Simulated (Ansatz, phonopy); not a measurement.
# How KBr (Fm-3m) expands on warming, part 2 of 2

Aim: the lattice, expansion, heat capacity and bulk modulus of KBr as it warms.

Experimental results on record:
- volume expansion coefficient 116.1 1e-6/K and heat capacity C_P per formula unit 52.3 J/mol/K near room temperature (given in “High-Throughput Prediction of Finite-Temperature Properties using the Quasi-Harmonic Approximation”, 2016, arXiv:1603.06924)
- volume expansion coefficient 117.6 1e-6/K near room temperature (given in “Descriptors for thermal expansion in solids”, 2017, arXiv:1701.03966)

Ansatz 0.2.0; DFT RPBE, scalar-relativistic, plane waves, PAW.

So far. Step 2 (Probe on a coarse mesh): The start is under 2.1 GPa at this level and looks like an insulator or semiconductor on this mesh.

## (5) Relaxing to small residual forces and stress

The relaxation is repeated with tighter thresholds on force and stress, since phonons are sensitive to what is left; a change of mesh or smearing in the input moves the cell too.

File input.yaml:

```yaml
crystal:
  lattice:
    - [0.0, 3.460139963, 3.460139963]
    - [3.460139963, 0.0, 3.460139963]
    - [3.460139963, 3.460139963, 0.0]
  atoms:
    - { symbol: K, position: [0.0, 0.0, 0.0] }
    - { symbol: Br, position: [0.5, 0.5, 0.5] }
kpoints:
  mp_grid: { grid: [6, 6, 6] }
hamiltonian:
  xc: rpbe
scf:
  occupations: { method: fixed }
output:
  forces: true
  stress: true
  eigenvalues: true
relax:
  adjacent_minimum: "off"
  f_tol: 0.001
  max_steps: 60
  cell: { stress_tol: 0.01 }
```

On the command line:

```bash
> ansatz run input.yaml --threads 4 --pin off --max-ram 8192MiB --backend cpu --events-out ev --progress --plain --runs-dir out
```

Numbers of over 12 decimals in the logs are rounded to 6 here.

The program printed:

```text
[...]
Crystal: 2 atoms, lattice volume = 82.854 Å³
Basis set: ecut = 420 eV, 1639 PW (Γ), exchange–correlation on 72×72×72 points (8 copies of the dense FFT grid, shifted against one another)
Bands: 12, of which v1, the nominal top of the filled ones, is band 8 counted from 1 (7 counted from 0)
Symmetry: 48 space group operations
[...]
k-points: 16 of 216
[...]
k-point 15: bands = [... 4 lower, -11.2615, -0.2303, -0.0311, -0.0285, 7.1171, 7.8910, 8.4648, 9.1511]
--- Relaxed structure (3 steps of the walk, 3 accepted, 1 SCFs on fresh bases) ---
[...]
cell:  # Å, volume = 83.0203 Å³
    - [0, 3.462460, 3.462460]
    - [3.462460, 0, 3.462460]
    - [3.462460, 3.462460, 0]
  atoms:
    - { symbol: K, position: [0, 0, 0] }
    - { symbol: Br, position: [0.5, 0.5, 0.5] }
[key lines of the parts left out:]
SCF converged after 6 iterations
Free energy (F): -4335.127132 eV
Fermi energy:    0.316378 eV
P = ⅓ Tr σ = 0.0000 GPa (0.000 kbar)
```

It took 1.5 s on 4 threads of Arm Neoverse V2, shared host; peak memory 0.33 GiB.

Little changed from the start: no atom moved by 0.005 Å and no cell edge by 0.1 %.

Numbers from this step:

```
pressure          : 3.52e-6 GPa
gap on the k-mesh : 4.391 eV
volume per atom   : 41.51 Å³
```

The residual pressure is 3.5e-6 GPa, small enough for phonons.

## (6) A faulty attempt

This input was changed on purpose, to see how the program answers.

File input.yaml:

```yaml
crystal:
  lattice:
    - [0.0, 3.4624595309, 3.4624595309]
    - [3.4624595309, 0.0, 3.4624595309]
    - [3.4624595309, 3.4624595309, 0.0]
  atoms:
    - { symbol: K, position: [0.0, 0.0, 0.0] }
    - { symbol: Br, position: [0.5, 0.5, 0.5] }
kpoints:
  mp_grid: { grid: [6, 6, 6] }
hamiltonian:
  xc: rpbe
scf:
  occupations: { method: fixed }
  max_iter: 80
output:
  eigenvalues: true
phonons:
  supercell: [2, 2, 2]
  qmesh: [2, 2, 2]
  thermal_expansion: {}
```

The program printed:

```text
Error: invalid value for `phonons.qmesh`: set beside supercell — each asks for the run's force constants: supercell solves them in one diagonal repeat, and qmesh at the wavevectors of a mesh, each in its own smallest supercell; remove one of the two (the mesh that the density of states and the thermodynamic sums are integrated on is interpolated_qmesh)
```

The job ended after 0.02 s (4 threads; peak memory 0.031 GiB).

The program refused the input before any cycle.

The program's message: “Error: invalid value for `phonons.qmesh`: set beside supercell — each asks for the run's force constants: supercell solves them in one diagonal repeat, and qmesh at the wavevectors of a mesh, each in …”

The fault put into the input: a supercell and a q mesh together.

## (7) Phonons on strained cells

Thermal expansion follows from how the free energy of the vibrations (and of the electrons in a metal) changes with strain, so the program makes strained cells, their phonons and a fit in one run.

Changes to input.yaml since step 6:

```diff
@@ -14,3 +14,2 @@
   occupations: { method: fixed }
-  max_iter: 80
 output:
@@ -18,4 +17,5 @@
 phonons:
-  supercell: [2, 2, 2]
+  method: dfpt
   qmesh: [2, 2, 2]
+  temperatures: { t_max: 500.0, t_step: 25 }
   thermal_expansion: {}
```

The program printed:

```text
[...]
Crystal: 2 atoms, lattice volume = 83.020 Å³
Basis set: ecut = 487.2 eV, 2085 PW (Γ), exchange–correlation on 72×72×72 points (8 copies of the dense FFT grid, shifted against one another)
Bands: 12, of which v1, the nominal top of the filled ones, is band 8 counted from 1 (7 counted from 0)
Symmetry: 48 space group operations
[...]
k-points: 16 of 216
[...]
SCF iter   1: F=—  HF=-4335.128115 eV  |F-HF|=—  |Δ(HF+E_count)|=         —  Δρ=2.05e-3  dr2=4.40e-3  ethr=1.77e-3  ⟨swp⟩=5.7  Hψ=1066  notcnv=0  defer=24
[...]
SCF iter   7: F=-4335.127634 eV  HF=-4335.127634 eV  |F-HF|=5.09e-11  |Δ(HF+E_count)|=  9.64e-11  Δρ=2.62e-7  dr2=1.76e-11  ethr=1.00e-12  ⟨swp⟩=7.9  Hψ=1466  notcnv=0
SCF 1 converged in 7 iterations: F = -4335.127634 eV  dr2 = 1.76e-11
[...]
relax step   1: F+E_penalty+E_count = -4335.12763397 eV  Δ(F+E_penalty+E_count) = +0.000e0 eV  max|allowed force component| = 2.327e-29 eV/Å  Δτ_max = 0.0000 Å  (7 SCF iters, accepted)
SCF converged after 7 iterations
Free energy (F): -4335.127634 eV
[...]
Internal energy: -4335.127634 eV  (E = F + TS)
E sigma→0 (E₀):  -4335.127634 eV
Fermi energy:    0.316336 eV
[...]
--- Stress (GPa, compression-positive) ---
       -0.000456       0.000000       0.000000
       -0.000000      -0.000456      -0.000000
       -0.000000      -0.000000      -0.000456
  P = ⅓ Tr σ = -0.0005 GPa (-0.005 kbar)
--- Band table (eV; the first three rows and the last of 16) ---
  k-point 0: bands = [... 4 lower, -11.3366, 0.3163, 0.3163, 0.3163, 4.7075, 8.0250, 8.0250, 8.0250]
  k-point 1: bands = [... 4 lower, -11.2641, 0.0532, 0.2577, 0.2577, 5.2621, 7.8878, 8.2999, 8.2999]
  k-point 2: bands = [... 4 lower, -11.1516, -0.3749, 0.1456, 0.1456, 6.3574, 7.9393, 9.0297, 9.0297]
  k-point 15: bands = [... 4 lower, -11.2617, -0.2304, -0.0311, -0.0285, 7.1172, 7.8909, 8.4649, 9.1509]
── thermal expansion: 3 new cells, 3 in all ──
thermal expansion: relaxation of cell 2
thermal expansion: relaxation of cell 3
── thermal expansion: 2 new cells, 5 in all ──
thermal expansion: relaxation of cell 4
thermal expansion: lower-state search of cell 4
thermal expansion: phonons of cell 4
thermal expansion: relaxation of cell 5
thermal expansion: phonons of cell 5
── thermal expansion: 8 new cells, 13 in all ──
thermal expansion: relaxation of cell 6
thermal expansion: relaxation of cell 7
thermal expansion: relaxation of cell 8
thermal expansion: relaxation of cell 9
thermal expansion: relaxation of cell 10
thermal expansion: relaxation of cell 11
thermal expansion: relaxation of cell 12
thermal expansion: relaxation of cell 13
thermal expansion: phonons of cell 6
thermal expansion: phonons of cell 7
thermal expansion: phonons of cell 8
thermal expansion: phonons of cell 9
thermal expansion: phonons of cell 10
--- Relaxed structure (1 steps of the walk, 1 accepted, 0 SCFs on fresh bases) ---
  F+E_penalty+E_count = -4335.12763397 eV   max|allowed force component| = 2.327e-29 eV/Å
  atoms:
    - { symbol: K, position: [0.0, 0.0, 0.0] }
    - { symbol: Br, position: [0.500000, 0.500000, 0.500000] }
--- Thermal expansion: 13 cells in 3 rounds, 0 GPa ---
  no lower state was reached at cell 4
  without vibrations: a 4.89660, b 4.89660, c 4.89660 Å, V 83.0172 Å³, B 10.59 GPa
  at 0 K: a 4.91090, b 4.91090, c 4.91090 Å, V 83.7468 Å³, B 10.33 GPa
  zero-point expansion: a +0.292, b +0.292, c +0.292, V +0.879 %
      T/K        a/Å        b/Å        c/Å       V/Å³ | expansion of a, b, c, V (1e-6/K)   | that of V in the mean from 25 °C | C_P, C_V (J/mol K of the cell) | B_T, B_S (GPa)
     0.00    4.91090    4.91090    4.91090    83.7468 |    0.00    0.00    0.00    0.00 |  156.57 |     0.000     0.000 |    10.33    10.33
    50.00    4.91485    4.91485    4.91485    83.9491 |   37.53   37.53   37.53  112.58 |  178.84 |    35.419    35.095 |    10.11    10.21
   100.00    4.92630    4.92630    4.92630    84.5374 |   52.48   52.48   52.48  157.44 |  190.16 |    46.647    45.428 |     9.66     9.92
   150.00    4.94010    4.94010    4.94010    85.2496 |   58.95   58.95   58.95  176.86 |  199.62 |    50.083    47.874 |     9.17     9.60
   200.00    4.95536    4.95536    4.95536    86.0419 |   64.40   64.40   64.40  193.20 |  209.43 |    52.117    48.772 |     8.65     9.24
   250.00    4.97207    4.97207    4.97207    86.9151 |   70.42   70.42   70.42  211.25 |  220.44 |    53.906    49.192 |     8.07     8.85
   298.15    4.98978    4.98978    4.98978    87.8476 |   77.64   77.64   77.64  232.93 |       - |    55.795    49.413 |     7.46     8.42
   325.00    5.00052    5.00052    5.00052    88.4161 |   82.69   82.69   82.69  248.06 |  241.04 |    57.033    49.496 |     7.08     8.16
   375.00    5.02272    5.02272    5.02272    89.5988 |   95.37   95.37   95.37  286.11 |  259.40 |    60.007    49.605 |     6.28     7.60
   425.00    5.04912    5.04912    5.04912    91.0192 |  116.40  116.40  116.40  349.20 |  284.61 |    64.741    49.678 |     5.30     6.91
   475.00    5.08343    5.08343    5.08343    92.8869 |  161.48  161.48  161.48  484.45 |  324.36 |    74.665    49.730 |     4.00     6.00
   500.00    5.10701    5.10701    5.10701    94.1858 |  216.40  216.40  216.40  649.20 |  357.44 |    86.698    49.752 |     3.09     5.39
  the static fit leaves 0.000 meV an atom of the energies and, of the stresses, 0.000 GPa of each cell's largest along a strain (root mean squares over the cells), whose Pulay part it has at -0.003 GPa
  vibrations' free energy: its fit leaves 0.0006 meV an atom at the most
  the electrons' free energy at temperature is not in it: every band gap is over 0.52 eV
  free energies summed between the sampled wave vectors
  estimated error of the fitted expansion in any direction: up to 46.882e-6/K, at 500 K (an estimate, not a bound: it was exceeded on models of known expansion)
  by sums over the sampled wave vectors an expansion of the volume parts by up to 424.14e-6/K
  by a static energy of one degree less an expansion of the volume parts by up to 16.00e-6/K
  the FFT grids of the static calculations differ: 36 × 36 × 36, 40 × 40 × 40
  band gaps on the cells' k-points are 4.035 to 4.466 eV
```

Wall time 2 min (4 threads); peak memory 0.62 GiB; 7.1 min of CPU time.

This step gave:

```
pressure                                         : -4.56e-4 GPa
volume expansion coefficient at 298 K            : 232.9 1e-6/K
C_P at 298 K                                     : 27.90 J/mol-atom/K
entropy at 298 K                                 : 54.92 J/mol-atom/K
isothermal bulk modulus at 298 K                 : 7.457 GPa
Grüneisen parameter at 298 K                     : 1.860
volume at 298 K                                  : 43.92 Å³/atom
principal linear expansion coefficients at 298 K : 77.64, 77.64, 77.64 1e-6/K
```

Strained cells of the study; zero-point energy where phonons were solved; the pressures are stresses at a fixed cutoff and can carry an offset from the finite basis. Expansion cells, by row:

```csv
cell,|a| (Å),|b| (Å),|c| (Å),V (Å³/atom),E - E_lowest (meV/atom),"pressure, compression positive (GPa)",gap (eV),zero-point energy (meV/atom)
1,4.897,4.897,4.897,41.51,0,-0.003,4.391,-
2,4.936,4.936,4.936,42.51,0.772,-0.243,4.332,-
3,4.858,4.858,4.858,40.53,0.798,0.264,4.452,-
4,4.897,4.897,4.897,41.52,0,-0.005,4.391,13.64
5,4.921,4.921,4.921,42.14,0.314,-0.159,4.353,13.29
6,4.938,4.938,4.938,42.57,0.855,-0.255,4.329,13.05
7,4.979,4.979,4.979,43.65,3.318,-0.478,4.268,12.46
8,5.021,5.021,5.021,44.75,7.29,-0.676,4.208,11.89
9,5.063,5.063,5.063,45.88,12.68,-0.85,4.149,11.31
10,5.105,5.105,5.105,47.04,19.39,-1.004,4.09,10.74
11,4.848,4.848,4.848,40.29,1.24,0.333,4.466,-
12,4.873,4.873,4.873,40.9,0.302,0.158,4.428,-
13,5.146,5.146,5.146,48.18,26.98,-1.134,4.035,-
```

Quasi-harmonic; a, b, c are the run's own cell vectors. Expansion, by row:

```csv
T (K),a (Å),b (Å),c (Å),alpha (deg),beta (deg),gamma (deg),cell volume (Å³/cell),alpha_a (1e-6/K),alpha_b (1e-6/K),alpha_c (1e-6/K),alpha_V (1e-6/K),C_P (J/mol-atom/K),C_V (J/mol-atom/K),S (J/mol-atom/K),B_T (GPa),B_S (GPa),Grueneisen,extrapolation,fit error (1e-6/K)
0,4.911,4.911,4.911,60,60,60,83.75,0,0,0,0,0,0,0,10.33,10.33,-,0,0
25,4.911,4.911,4.911,60,60,60,83.77,15.31,15.31,15.31,45.92,8.191,8.178,3.446,10.29,10.31,1.458,0,0.01
50,4.915,4.915,4.915,60,60,60,83.95,37.53,37.53,37.53,112.6,17.71,17.55,12.52,10.11,10.21,1.64,0,0.03
75,4.92,4.92,4.92,60,60,60,84.22,47.29,47.29,47.29,141.9,21.54,21.16,20.53,9.89,10.07,1.682,0,0.04
100,4.926,4.926,4.926,60,60,60,84.54,52.48,52.48,52.48,157.4,23.32,22.71,27,9.66,9.92,1.705,0,0.05
125,4.933,4.933,4.933,60,60,60,84.88,56.03,56.03,56.03,168.1,24.35,23.5,32.33,9.42,9.76,1.723,0,0.05
150,4.94,4.94,4.94,60,60,60,85.25,58.95,58.95,58.95,176.9,25.04,23.94,36.83,9.17,9.6,1.74,0,0.08
175,4.948,4.948,4.948,60,60,60,85.64,61.67,61.67,61.67,185,25.59,24.21,40.73,8.91,9.42,1.757,0,0.09
200,4.955,4.955,4.955,60,60,60,86.04,64.4,64.4,64.4,193.2,26.06,24.39,44.18,8.65,9.24,1.775,0,0.1
225,4.964,4.964,4.964,60,60,60,86.47,67.28,67.28,67.28,201.8,26.5,24.51,47.27,8.37,9.05,1.794,0,0.11
250,4.972,4.972,4.972,60,60,60,86.92,70.42,70.42,70.42,211.2,26.95,24.6,50.09,8.07,8.85,1.815,0,0.15
275,4.981,4.981,4.981,60,60,60,87.39,73.93,73.93,73.93,221.8,27.42,24.66,52.68,7.76,8.63,1.837,0,0.19
298.1,4.99,4.99,4.99,60,60,60,87.85,77.64,77.64,77.64,232.9,27.9,24.71,54.92,7.46,8.42,1.86,0,0.21
300,4.99,4.99,4.99,60,60,60,87.89,77.96,77.96,77.96,233.9,27.94,24.71,55.09,7.43,8.4,1.861,0,0.21
325,5.001,5.001,5.001,60,60,60,88.42,82.69,82.69,82.69,248.1,28.52,24.75,57.35,7.08,8.16,1.889,0,0.21
350,5.011,5.011,5.011,60,60,60,88.98,88.36,88.36,88.36,265.1,29.19,24.78,59.48,6.7,7.89,1.919,0,0.24
375,5.023,5.023,5.023,60,60,60,89.6,95.37,95.37,95.37,286.1,30,24.8,61.52,6.28,7.6,1.954,0,0.34
400,5.035,5.035,5.035,60,60,60,90.27,104.3,104.3,104.3,313,31.02,24.82,63.49,5.82,7.27,1.995,0,0.74
425,5.049,5.049,5.049,60,60,60,91.02,116.4,116.4,116.4,349.2,32.37,24.84,65.41,5.3,6.91,2.043,0,1.22
450,5.065,5.065,5.065,60,60,60,91.87,133.7,133.7,133.7,401.2,34.28,24.85,67.31,4.71,6.49,2.102,0,1.05
475,5.083,5.083,5.083,60,60,60,92.89,161.5,161.5,161.5,484.4,37.33,24.86,69.24,4,6,2.179,0,4.36
500,5.107,5.107,5.107,60,60,60,94.19,216.4,216.4,216.4,649.2,43.35,24.88,71.29,3.09,5.39,2.288,0.01,46.88
```

Table of expansion coefficient by temperature; values in 1e-6/K:

```csv
temperature (K),volume,principal 1
0,0,0
25,45.9,15.3
50,113,37.5
75,142,47.3
100,157,52.5
125,168,56.0
150,177,59.0
175,185,61.7
200,193,64.4
225,202,67.3
250,211,70.4
275,222,73.9
298,233,77.6
300,234,78.0
325,248,82.7
350,265,88.4
375,286,95.4
400,313,104
425,349,116
450,401,134
475,484,161
500,649,216
```

At 298 K the volume expansion is 233 × 10⁻⁶/K and B_T is 7.46 GPa. The program raised the cutoff to 487.2 eV by itself: with no cutoff typed, the study takes about 1.16 times the default for its relaxations and scales it with the volume for the phonons.

## (8) Quasi-harmonic fit by phonopy

This step: DFT RPBE, scalar-relativistic, plane waves, PAW (phonopy 4.10.0).

This step gave:

| Item | Value |
| --- | --- |
| volume expansion coefficient at 300 K | 236.4 1e-6/K |
| isothermal bulk modulus at 300 K | 7.36 GPa |
| C_P at 300 K | 28.00 J/mol-atom/K |
| Grüneisen parameter at 300 K | 1.864 |

The energy (each curve on its own zero) by volume; values in meV/atom:

```csv
volume (Å³/atom),static,F at 0 K,F at 300 K,F at 500 K
41.52,0,1.3,7.97,13.2
42.14,0.31,1.26,6.31,10.2
42.57,0.85,1.56,5.5,8.55
43.65,3.32,3.44,4.47,5.23
44.75,7.29,6.84,4.75,3.09
45.88,12.7,11.7,6.2,1.94
47.04,19.4,17.8,8.65,1.59
```

Phonopy-qha, vinet fit of F(V) at each temperature. Qha vinet, by row:

```csv
T (K),fitted volume (Å³/atom),alpha_V (1e-6/K),B_T (GPa),C_P (J/mol-atom/K),Grueneisen
75,42.11,139.6,9.91,21.64,1.658
100,42.27,156.2,9.69,23.45,1.695
125,42.44,167.1,9.45,24.45,1.717
150,42.62,176,9.19,25.12,1.735
175,42.82,184.3,8.93,25.65,1.752
200,43.02,192.8,8.64,26.11,1.771
225,43.23,201.9,8.35,26.55,1.791
250,43.45,212,8.04,26.99,1.813
275,43.69,223.3,7.71,27.47,1.837
300,43.94,236.4,7.36,28,1.864
325,44.21,251.6,7,28.59,1.894
350,44.5,269.6,6.61,29.29,1.928
375,44.81,291.1,6.21,30.12,1.967
400,45.15,317.5,5.78,31.15,2.011
425,45.53,350.4,5.33,32.43,2.062
450,45.95,392.4,4.85,34.09,2.12
475,46.43,447.6,4.35,36.32,2.189
```

The volume expansion coefficient by temperature; values in 1e-6/K:

```csv
temperature (K),"phonopy-qha, Vinet",Ansatz's own study
75,140,142
100,156,157
125,167,168
150,176,177
175,184,185
200,193,193
225,202,202
250,212,211
275,223,222
300,236,234
325,252,248
350,270,265
375,291,286
400,318,313
425,350,349
450,392,401
475,448,484
```

The fit gives a volume expansion of 236 × 10⁻⁶/K at 300 K, against 233 at 298 K from the study itself, whose static fit uses more cells.

## (9) Outcome

```json
{"settings of these figures": "RPBE, 487.2 eV, k 6×6×6, q 2×2×2", "volume expansion coefficient at 298 K": "232.9 1e-6/K", "C_P at 298 K": "27.90 J/mol-atom/K", "entropy at 298 K": "54.92 J/mol-atom/K", "isothermal bulk modulus at 298 K": "7.457 GPa", "Grüneisen parameter at 298 K": "1.860", "volume at 298 K": "43.92 Å³/atom", "principal linear expansion coefficients at 298 K": "77.64, 77.64, 77.64 1e-6/K"}
```

What this shows: Near room temperature KBr expands by 233 × 10⁻⁶/K in volume by RPBE, with C_P = 27.9 J/(mol K) per mole of atoms and B_T = 7.46 GPa. At some temperatures (first at 500 K) the program's own estimate of the fit error is large against the linear coefficients, so those rows are unreliable. Between 298.15 and 500 K the bulk modulus falls by 59 % and the Grüneisen parameter grows; in this range the quasi-harmonic approximation, which lacks anharmonicity at fixed volume, tends to overshoot. C_P at room temperature is 112 % of the classical 3R an atom; C_V is 99 %, and the rest is expansion work. A measured volume expansion coefficient near room temperature is 116.1 1e-6/K (arXiv:1603.06924); the calculated 233 1e-6/K differs by +101 %. A measured heat capacity per formula unit near room temperature is 52.3 J/mol/K (arXiv:1603.06924); the calculated 55.8 J/mol/K differs by +7 %. The PAW files were made for PBE and are used here under another functional, for which the program regenerates the frozen cores. The cell of these runs is 16 % larger in volume than the database cell; frequencies and all that rests on them shift with it.

[Logs are printed without paths, hosts, clocks, repeated set-up lines and the standing remarks that a program may print on its own settings, such as how far it seeks lower states.]

[Hosts, paths, dates, database ids (printed as entryN), source tags and the programs' standing remarks are cut or masked in the printed files.]

[A step with changed settings may run another functional than the one named; its input shows which.]
